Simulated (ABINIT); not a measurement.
Planning a run of ABINIT 10.8.3 on ZnSe (Stilleite). The input:

```
acell 3*1.0 Angstrom
rprim 
  -0.000000000000 2.833800000000 2.833800000000
  2.833800000000 -0.000000000000 2.833800000000
  2.833800000000 2.833800000000 0.000000000000
ntypat 2
znucl 30 34
natom 2
typat 1 2
xred 
  0.000000000000 0.000000000000 0.000000000000
  0.250000000000 0.250000000000 0.250000000000
pp_dirpath "pseudos"
pseudos "Zn.upf, Se.upf"
ecut 39
ngkpt 4 4 4
nshiftk 1
shiftk 0 0 0
kptopt 1
chksymbreak 0
istwfk *1
occopt 1
irdwfk 1
optdriver 3
nband 153
ecuteps 7
inclvkb 2
awtr 1
symchi 1
ppmfrq 30 eV
indata_prefix "in"
outdata_prefix "out"
tmpdata_prefix "tmp"
```

```sh
OMP_NUM_THREADS=1 mpirun -n 4 abinit run.abi > log
```

Estimate wall time and host memory on 4 MPI ranks of Arm Neoverse V1, shared host.

It took 66 s; on shared hardware allow 33 s to 2.2 min. Peak host memory was 1.3 GiB.

[Paths, hosts, dates, memory and timing lines, banners, echoed tables and standing remarks are left out of the program output.]

[Logs are printed without paths, hosts, clocks, repeated set-up lines and the standing remarks that a program may print on its own settings, such as how far it seeks lower states.]

[Runs of the session that timed out or met a known fault of the program may be left out.]

[Hosts, paths, dates, database ids (printed as entryN), source tags and the programs' standing remarks are cut or masked in the printed files.]

[G0W0 gaps are taken among the corrected bands and points alone; a level outside them can change the order at an edge.]

[Where Ansatz stands beside ABINIT at settings called matched, ABINIT's density can come from a denser mesh and the files from another edition; pairs whose starting gaps differed by over 0.03 eV were left out, so agreement reads better than it is.]
